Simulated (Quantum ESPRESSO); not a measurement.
# Ru (hcp): which axis gives way under pressure?

Cell and atoms of hcp Ru are relaxed at set pressures, to see how each axis shrinks. The phase is followed to these pressures whether or not it stays the stable one.

Calculated with Quantum ESPRESSO 7.5, PBEsol, PseudoDojo 0.4.1 norm-conserving potentials, cutoff 1170 eV, Fermi–Dirac smearing 0.05 eV, k-mesh 18×18×10, no spin polarisation, no spin-orbit coupling.

Reference cell, relaxed at zero pressure with PBEsol (P6_3/mmc): a = 2.6913 Å, b = 2.6913 Å, c = 4.2549 Å, α = 90.00°, β = 90.00°, γ = 120.00°.

```
atom       x       y       z
  Ru  0.3333  0.6667  0.7500
  Ru  0.6667  0.3333  0.2500
```

```
P (GPa)   a (Å)   c (Å)     c/a
  −3.98  2.7025  4.2703  1.5801
   0.00  2.6913  4.2549  1.5810
   4.99  2.6784  4.2369  1.5819
  10.00  2.6662  4.2200  1.5828
  19.98  2.6441  4.1891  1.5843
  29.98  2.6243  4.1611  1.5856
```

**Question.** Give the linear compressibility of each axis at zero pressure, and the edges at 14.98 GPa, a row left out above.

Least squares with l = l0 + l1 P + l2 P² gives for a: l0 = 2.6915 Å, l1 = −2.669e−3 Å/GPa, l2 = 1.44e−5 Å/GPa², so β = −l1/l0 = 0.992 × 10⁻³ GPa⁻¹ and the withheld edge is 2.6547 Å. The run itself gives 2.6548 Å, so the estimate misses by 0.0001 Å, a rounding's worth.

Least squares with l = l0 + l1 P + l2 P² gives for c: l0 = 4.2551 Å, l1 = −3.693e−3 Å/GPa, l2 = 1.88e−5 Å/GPa², so β = −l1/l0 = 0.868 × 10⁻³ GPa⁻¹ and the withheld edge is 4.2040 Å. The run itself gives 4.2042 Å, so the estimate misses by 0.0002 Å; the fitted rows themselves lie up to 0.0003 Å off the law.

The compressibilities add to the volume compressibility, 2β_a + β_c = 2.851 × 10⁻³ GPa⁻¹, or B0 ≈ 351 GPa; a parabola over so wide a range errs a few per cent to the stiff side. The a axis is the softest, 1.1 times as compressible as c.

[Logs are printed without paths, hosts, clocks, repeated set-up lines and the standing remarks that a program may print on its own settings, such as how far it seeks lower states.]
